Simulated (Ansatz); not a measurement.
# Decaying states in the gap of Sr2I2ClF, part 2 of 3

Aim: relax a made-up compound, Sr2I2ClF, and see how good a tunnel barrier it would be. It is built by putting Cl for part of the F in the SrIF structure of space group P4/nmm, with the volume rescaled by atomic radii. The parent structure comes from the Materials Project.

Ansatz 0.2.0; r2SCAN DFT, plane waves, PAW files (the session's first sound run).

So far. Step 2 (Relaxing the new crystal): The largest force component on a free atom ends at 0.0028 eV/Å.

The structure was built from a prototype and need not be the compound's stable phase.

**3. The bulk crystal and its band edges**

The energy window and the wavevectors of the next steps follow from the band edges, so these are searched first, off the mesh as well.

input.yaml reads:

```yaml
crystal:
  lattice:
    - [4.5658136514, 0.0, 0.0]
    - [0.0, 4.5658136514, 0.0]
    - [0.0, 0.0, 8.433501519]
  atoms:
    - { symbol: Sr, position: [0.5, 0.0, 0.1934126825] }
    - { symbol: Sr, position: [0.0, 0.5, 0.8065873175] }
    - { symbol: I, position: [0.5, 0.0, 0.645055046] }
    - { symbol: I, position: [0.0, 0.5, 0.354944954] }
    - { symbol: F, position: [0.5, 0.5, 0.0] }
    - { symbol: Cl, position: [0.0, 0.0, 0.0] }
kpoints:
  mp_grid: { grid: [6, 6, 4] }
  band_path: { path: [VBM, CBM], npoints: 30 }
scf:
  occupations: { method: fixed }
hamiltonian:
  xc: r2scan
output:
  eigenvalues: true
  write_potential: true
  write_density: true
  volumetric_format: npy
```

The run is started by

```bash
> ansatz run input.yaml --threads 2 --pin off --max-ram 4096MiB --backend cpu --events-out ev --progress --plain --runs-dir out
```

Numbers of over 12 decimals in the logs are rounded to 6 here.

What it wrote:

```text
[...]
Crystal: 6 atoms, lattice volume = 175.810 Å³
Basis set: ecut = 500 eV, 4483 PW (Γ), exchange–correlation on 144×144×256 points (64 copies of the dense FFT grid, shifted against one another)
Bands: 41, of which v1, the nominal top of the filled ones, is band 34 counted from 1 (33 counted from 0)
Symmetry: 8 space group operations
[...]
k-points: 30 of 144 (time reversal used)
[...]
SCF iter   1: F=—  HF=-24072.617168 eV  |F-HF|=—  |Δ(HF+E_count)|=         —  Δρ=5.18e-3  dr2=4.88e-2  dr2_τ=3.74e-2  ethr=1.77e-3  ⟨swp⟩=7.9  Hψ=5343  notcnv=0  defer=131
[...]
SCF iter   7: F=-24072.706918 eV  HF=-24072.706918 eV  |F-HF|=3.27e-11  |Δ(HF+E_count)|=   1.09e-7  Δρ=1.96e-6  dr2=6.44e-9  dr2_τ=6.56e-10  ethr=1.47e-10  ⟨swp⟩=17.8  Hψ=7454  notcnv=0
SCF 1 converged in 7 iterations: F = -24072.706918 eV  dr2 = 6.44e-9
[...]
NSCF: frozen V_eff on 40 k-points
[...]
SCF converged after 7 iterations
Free energy (F): -24072.706918 eV
[...]
Internal energy: -24072.706918 eV  (E = F + TS)
E sigma→0 (E₀):  -24072.706918 eV
Fermi energy:    5.224332 eV
[...]
--- Band table (eV; the first three rows and the last of 30) ---
  k-point 0: bands = [... 30 lower, 4.2256, 5.1776, 5.1776, 5.1877, 9.6166, 10.2245, 10.4412, 11.2700, ... 3 higher]
  k-point 1: bands = [... 30 lower, 4.2606, 4.9661, 5.1591, 5.1591, 9.7691, 10.5175, 10.7353, 11.0047, ... 3 higher]
  k-point 2: bands = [... 30 lower, 4.2963, 4.6428, 5.1393, 5.1393, 10.0456, 10.4604, 11.0852, 11.3668, ... 3 higher]
  k-point 29: bands = [... 30 lower, 4.3332, 4.3693, 4.5161, 4.5161, 11.0687, 11.0687, 11.6118, 12.4840, ... 3 higher]
```

The job ended after 36 s (2 threads of Intel Xeon 6975P-C (Granite Rapids), shared host; peak memory 0.82 GiB; 72 s of CPU time).

Reading the cycles: dr2 is the Hartree energy of the density residual (eV), the measure of convergence; HF is the Harris–Foulkes estimate of the energy, which meets the free energy F at convergence.

Numbers from this step:

```yaml
fermi_energy: 5.224 eV
gap_on_the_k_mesh: 4.392 eV
gap_on_path: 4.387 eV, by band count; negative where bands overlap
direct_gap_on_path: 4.429 eV
edge_places_on_path: 0, 0.2635 1/A along the path
```

Electronic bands along the path, in eV, zero at the Fermi level (highest filled level under fixed occupations); v1 is the highest filled band, c1 the lowest empty one:

```
  point     v4     v3     v2     v1    c1    c2    c3    c4
    VBM  -1.03  -0.48  -0.17   0.01  4.94  5.35  5.87  6.23
halfway  -1.01  -0.19  -0.09  -0.01  4.55  5.10  5.43  6.11
    CBM  -1.00  -0.05  -0.05  -0.04  4.39  5.00  5.22  6.05
```

The searched edges give 4.39 eV, against 4.39 eV on the mesh.

**4. Complex bands**

This step: r2SCAN DFT, plane waves, PAW files; complex bands by layer matching along the plane's normal (Ansatz 0.2.0).

The same crystal is laid in a cell whose first two vectors span the (100) plane (indices of the standard conventional cell, whose axes can be ordered otherwise than in the bulk input). At fixed energy and wavevector in the plane the solver finds all kz, real and complex. A few wavevectors are listed, (0, 0) and (0.1354, 0) in units of the plane's reciprocal vectors; the slowest state needn't be among them.

input.yaml reads:

```yaml
crystal:
  lattice:
    - [4.565813651, 0.0, 0.0]
    - [0.0, 8.433501519, 0.0]
    - [0.0, 0.0, 4.565813651]
  atoms:
    - { symbol: Sr, position: [0.0, 0.1934126825, 0.5] }
    - { symbol: Sr, position: [0.5, 0.8065873175, 0.0] }
    - { symbol: I, position: [0.0, 0.645055046, 0.5] }
    - { symbol: I, position: [0.5, 0.354944954, 0.0] }
    - { symbol: F, position: [0.5, 0.0, 0.5] }
    - { symbol: Cl, position: [0.0, 0.0, 0.0] }
kpoints:
  mp_grid: { grid: [6, 4, 6] }
scf:
  occupations: { method: fixed }
hamiltonian:
  xc: r2scan
output:
  eigenvalues: true
  transmission:
    leads: [[0, 0]]
    kpoints: [[0.0, 0.0], [0.1354, 0.0]]
    e_range: [-1.0, 5.39]
    de: 0.13
```

What it wrote:

```text
[...]
Crystal: 6 atoms, lattice volume = 175.810 Å³
Basis set: ecut = 500 eV, 4483 PW (Γ), exchange–correlation on 144×256×144 points (64 copies of the dense FFT grid, shifted against one another)
Bands: 41, of which v1, the nominal top of the filled ones, is band 34 counted from 1 (33 counted from 0)
Symmetry: 8 space group operations
[...]
k-points: 30 of 144 (time reversal used)
[...]
SCF iter   1: F=—  HF=-24072.617124 eV  |F-HF|=—  |Δ(HF+E_count)|=         —  Δρ=5.18e-3  dr2=4.87e-2  dr2_τ=3.74e-2  ethr=1.77e-3  ⟨swp⟩=7.9  Hψ=5388  notcnv=0  defer=132
[...]
SCF iter   7: F=-24072.706918 eV  HF=-24072.706918 eV  |F-HF|=7.28e-11  |Δ(HF+E_count)|=   1.11e-7  Δρ=1.98e-6  dr2=6.58e-9  dr2_τ=6.65e-10  ethr=1.47e-10  ⟨swp⟩=18.0  Hψ=7456  notcnv=0
SCF 1 converged in 7 iterations: F = -24072.706918 eV  dr2 = 6.58e-9
[...]
transmission: 10 of 20 steps passed
transmission: 20 of 20 steps passed
SCF converged after 7 iterations
Free energy (F): -24072.706918 eV
[...]
Internal energy: -24072.706918 eV  (E = F + TS)
E sigma→0 (E₀):  -24072.706918 eV
Fermi energy:    5.224332 eV
[...]
--- Band table (eV; the first three rows and the last of 30) ---
  k-point 0: bands = [... 30 lower, 4.2256, 5.1776, 5.1776, 5.1877, 9.6166, 10.2245, 10.4412, 11.2700, ... 3 higher]
  k-point 1: bands = [... 30 lower, 4.2741, 4.8218, 5.0970, 5.2111, 10.0310, 10.5145, 10.9253, 11.3607, ... 3 higher]
  k-point 2: bands = [... 30 lower, 4.4179, 4.6544, 4.8925, 5.1205, 10.6783, 10.9260, 11.0863, 11.4295, ... 3 higher]
  k-point 29: bands = [... 30 lower, 4.3332, 4.3693, 4.5161, 4.5161, 11.0687, 11.0687, 11.6118, 12.4840, ... 3 higher]
--- Transmission ---
  basis      : 407 plane waves across, 10 finite elements along
  points     : 2, as listed
  energies   : 50 from -1.000000 to 5.370000 eV about the Fermi level, 0.130000 eV apart; the leads are filled to 2.196113 eV, and channels, transmission and decay are at 2.250000 eV
  crystal 0  : Sr2I2Cl1F1, at the sites [0, 0], period 4.5658 Å: whole cells are its period
    offset         : up to 0.0000 Å between an atom of the period and one for which it stands
    channels       : 0.000000e0 a spin
    conductance    : none, the energies end too early or step too widely for 300 K: set another output.transmission.e_range or a lower de, or, where they end at an eighth of basis.ecutwfc, a higher one
    slowest decay  : 0.3081 /Å at (0.0000, 0.0000)
```

Wall time 96 s (2 threads); peak memory 1.9 GiB.

Numbers from this step:

```yaml
level_to_which_the_leads_are_filled: 2.196 eV from the Fermi level
decay_constant_at_the_filling_level_zone_centre: 0.3081 Å⁻¹
decay_constant_at_the_filling_level_slowest_listed_point: 0.3081 Å⁻¹
```

K parallel (0, 0); values up to 1.5 1/Å, a degenerate pair printed once or twice; energies at which all values exceed this have no row. The Im kz of the slowest decaying states by energy, zero at the highest filled level on the SCF mesh:

```
energy (eV)  decay 1 (Å⁻¹)  decay 2 (Å⁻¹)  decay 3 (Å⁻¹)  decay 4 (Å⁻¹)
     -1.000         0.0369          0.180          0.545          0.580
     -0.480          0.224          0.578          0.649          0.756
      0.040         0.0991          0.181          0.227          0.555
      0.560          0.223          0.452          0.510          0.562
      0.950          0.264          0.502          0.570          0.579
      1.470          0.293          0.427          0.572          0.619
      1.990          0.306          0.399          0.564          0.635
      2.510          0.307          0.370          0.547          0.593
      3.030          0.296          0.333          0.522          0.541
      3.550          0.263          0.291          0.476          0.488
      3.940          0.206          0.263          0.415          0.455
      4.460          0.215          0.303          0.401          0.462
      4.980         0.0595          0.129          0.324          0.388
```

K parallel (0.1354, 0); values up to 1.5 1/Å, a degenerate pair printed once or twice; energies at which all values exceed this have no row. Table of Im kz of the slowest decaying states by energy, zero at the highest filled level on the SCF mesh:

```
energy (eV)  decay 1 (Å⁻¹)  decay 2 (Å⁻¹)  decay 3 (Å⁻¹)  decay 4 (Å⁻¹)
      -1.00          0.197          0.566          0.617          0.795
      -0.74          0.132          0.179          0.603          0.631
      -0.48         0.0821          0.219          0.621          0.636
      -0.22          0.167          0.635          0.635          0.822
       0.04          0.155          0.218          0.299          0.628
       0.30          0.241          0.354          0.489          0.631
       0.56          0.274          0.430          0.571          0.656
       0.82          0.297          0.476          0.624          0.647
       1.08          0.314          0.512          0.644          0.664
       1.34          0.326          0.475          0.597          0.641
       1.60          0.335          0.446          0.635          0.636
       1.86          0.341          0.429          0.628          0.654
       2.12          0.343          0.414          0.619          0.667
       2.25          0.344          0.407          0.613          0.674
       2.51          0.343          0.393          0.601          0.701
       2.77          0.340          0.377          0.586          0.678
       3.03          0.334          0.359          0.569          0.626
       3.29          0.324          0.340          0.550          0.585
       3.55          0.307          0.323          0.529          0.545
       3.81          0.279          0.309          0.505          0.505
       4.07          0.242          0.293          0.460          0.477
       4.33          0.191          0.275          0.409          0.447
       4.59          0.101          0.252          0.348          0.411
       4.85          0.224          0.268          0.370          0.424
       5.11          0.135          0.187          0.319          0.374
       5.37          0.133          0.252          0.313          0.388
```

At the listed wavevectors the last open channel is at -0.09 eV and the next at +4.46 eV on the grid. At +2.25 eV, the grid energy nearest the filling level (the middle of the gap on the SCF mesh), the slowest state at the listed wavevectors decays with κ = 0.308 Å⁻¹, its amplitude falling by e over 3.2 Å. Through 1 nm of this crystal that state's transmission falls by exp(−2 × 0.308 Å⁻¹ × 10 Å) = 0.0021.

**5. Band edges at another level, cutoff 420 eV**

This step: PBEsol DFT, plane waves, PAW files (Ansatz 0.2.0).

The edges again with PBEsol, at the same atoms. Against that run the cutoff is 420 eV against 500.

input.yaml reads:

```yaml
crystal:
  lattice:
    - [4.5658136514, 0.0, 0.0]
    - [0.0, 4.5658136514, 0.0]
    - [0.0, 0.0, 8.433501519]
  atoms:
    - { symbol: Sr, position: [0.5, 0.0, 0.1934126825] }
    - { symbol: Sr, position: [0.0, 0.5, 0.8065873175] }
    - { symbol: I, position: [0.5, 0.0, 0.645055046] }
    - { symbol: I, position: [0.0, 0.5, 0.354944954] }
    - { symbol: F, position: [0.5, 0.5, 0.0] }
    - { symbol: Cl, position: [0.0, 0.0, 0.0] }
kpoints:
  mp_grid: { grid: [6, 6, 4] }
  band_path: { path: [VBM, CBM], npoints: 30 }
scf:
  occupations: { method: fixed }
hamiltonian:
  xc: pbesol
output:
  eigenvalues: true
```

What it wrote:

```text
[...]
Crystal: 6 atoms, lattice volume = 175.810 Å³
Basis set: ecut = 420 eV, 3413 PW (Γ)
Bands: 41, of which v1, the nominal top of the filled ones, is band 34 counted from 1 (33 counted from 0)
Symmetry: 8 space group operations
[...]
k-points: 30 of 144 (time reversal used)
[...]
SCF iter   1: F=—  HF=-23721.837304 eV  |F-HF|=—  |Δ(HF+E_count)|=         —  Δρ=5.50e-3  dr2=4.28e-2  ethr=1.77e-3  ⟨swp⟩=7.6  Hψ=5589  notcnv=0  defer=138
[...]
SCF iter   7: F=-23721.828781 eV  HF=-23721.828781 eV  |F-HF|=8.05e-9  |Δ(HF+E_count)|=   1.74e-7  Δρ=2.50e-6  dr2=1.38e-8  ethr=1.47e-10  ⟨swp⟩=18.2  Hψ=7286  notcnv=0
SCF 1 converged in 7 iterations: F = -23721.828781 eV  dr2 = 1.38e-8
[...]
SCF converged after 7 iterations
Free energy (F): -23721.828781 eV
[...]
Internal energy: -23721.828781 eV  (E = F + TS)
E sigma→0 (E₀):  -23721.828781 eV
Fermi energy:    5.397051 eV
[...]
--- Band table (eV; the first three rows and the last of 30) ---
  k-point 0: bands = [... 30 lower, 4.4173, 5.3601, 5.3677, 5.3677, 9.1726, 9.6465, 9.7797, 10.8264, ... 3 higher]
  k-point 1: bands = [... 30 lower, 4.4581, 5.1115, 5.3472, 5.3472, 9.3339, 9.9487, 10.1102, 10.5322, ... 3 higher]
  k-point 2: bands = [... 30 lower, 4.4994, 4.7465, 5.3251, 5.3251, 9.6029, 10.0131, 10.6179, 10.6522, ... 3 higher]
  k-point 29: bands = [... 30 lower, 4.5022, 4.5503, 4.6977, 4.6977, 10.4628, 10.4628, 11.1070, 12.0296, ... 3 higher]
```

Elapsed: 24 s, on 2 threads; peak memory 0.52 GiB.

Numbers from this step:

```yaml
free_energy: -23721.8288 eV
fermi_energy: 5.397 eV
gap_on_the_k_mesh: 3.776 eV
gap_on_path: 3.769 eV, by band count; negative where bands overlap
direct_gap_on_path: 3.805 eV
edge_places_on_path: 0.008785, 0.2635 1/A along the path
```

The electronic bands at the labelled points (eV, zero at the Fermi level (highest filled level under fixed occupations); v1 is the highest filled band, c1 the lowest empty one):

```
  point     v4     v3     v2     v1    c1    c2    c3    c4
    VBM  -1.01  -0.50  -0.16   0.01  4.33  4.74  4.98  5.59
halfway  -0.99  -0.18  -0.08  -0.01  3.93  4.47  4.48  5.48
    CBM  -0.98  -0.04  -0.03  -0.03  3.78  4.25  4.38  5.43
```

The searched edges give 3.77 eV, against 3.78 eV on the mesh.

(Continued in part 3 of 3.)

[Logs are printed without paths, hosts, clocks, repeated set-up lines and the standing remarks that a program may print on its own settings, such as how far it seeks lower states.]

[Hosts, paths, dates, database ids (printed as entryN), source tags and the programs' standing remarks are cut or masked in the printed files.]
